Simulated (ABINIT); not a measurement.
An input for ABINIT 10.8.3 (MgS (F-43m)):

```
acell 3*1.0 Angstrom
rprim 
  -0.000000000000 2.833120046800 2.833120046800
  2.833120046800 -0.000000000000 2.833120046800
  2.833120046800 2.833120046800 -0.000000000000
ntypat 2
znucl 12 16
natom 2
typat 1 2
xred 
  0.000000000000 0.000000000000 0.000000000000
  0.750000000000 0.750000000000 0.750000000000
pp_dirpath "pseudos"
pseudos "Mg.upf, S.upf"
ecut 38
ngkpt 6 6 6
nshiftk 1
shiftk 0 0 0
kptopt 1
chksymbreak 0
istwfk *1
occopt 1
irdwfk 1
optdriver 3
nband 26
ecuteps 3.9
inclvkb 2
awtr 1
symchi 1
indata_prefix "in"
outdata_prefix "out"
tmpdata_prefix "tmp"
```

```sh
OMP_NUM_THREADS=1 mpirun -n 4 abinit run.abi > log
```

Question: Estimate wall time and host memory on 4 MPI ranks of Arm Neoverse V2, shared host.

It took 15 s; on shared hardware allow 7.5 s to 30 s. Peak host memory was 0.66 GiB.

[Paths, hosts, dates, memory and timing lines, banners, echoed tables and standing remarks are left out of the program output.]

[Logs are printed without paths, hosts, clocks, repeated set-up lines and the standing remarks that a program may print on its own settings, such as how far it seeks lower states.]

[Runs of the session that timed out or met a known fault of the program may be left out.]

[Hosts, paths, dates, database ids (printed as entryN), source tags and the programs' standing remarks are cut or masked in the printed files.]

[G0W0 gaps are taken among the corrected bands and points alone; a level outside them can change the order at an edge.]

[Where Ansatz stands beside ABINIT at settings called matched, ABINIT's density can come from a denser mesh and the files from another edition; pairs whose starting gaps differed by over 0.03 eV were left out, so agreement reads better than it is.]
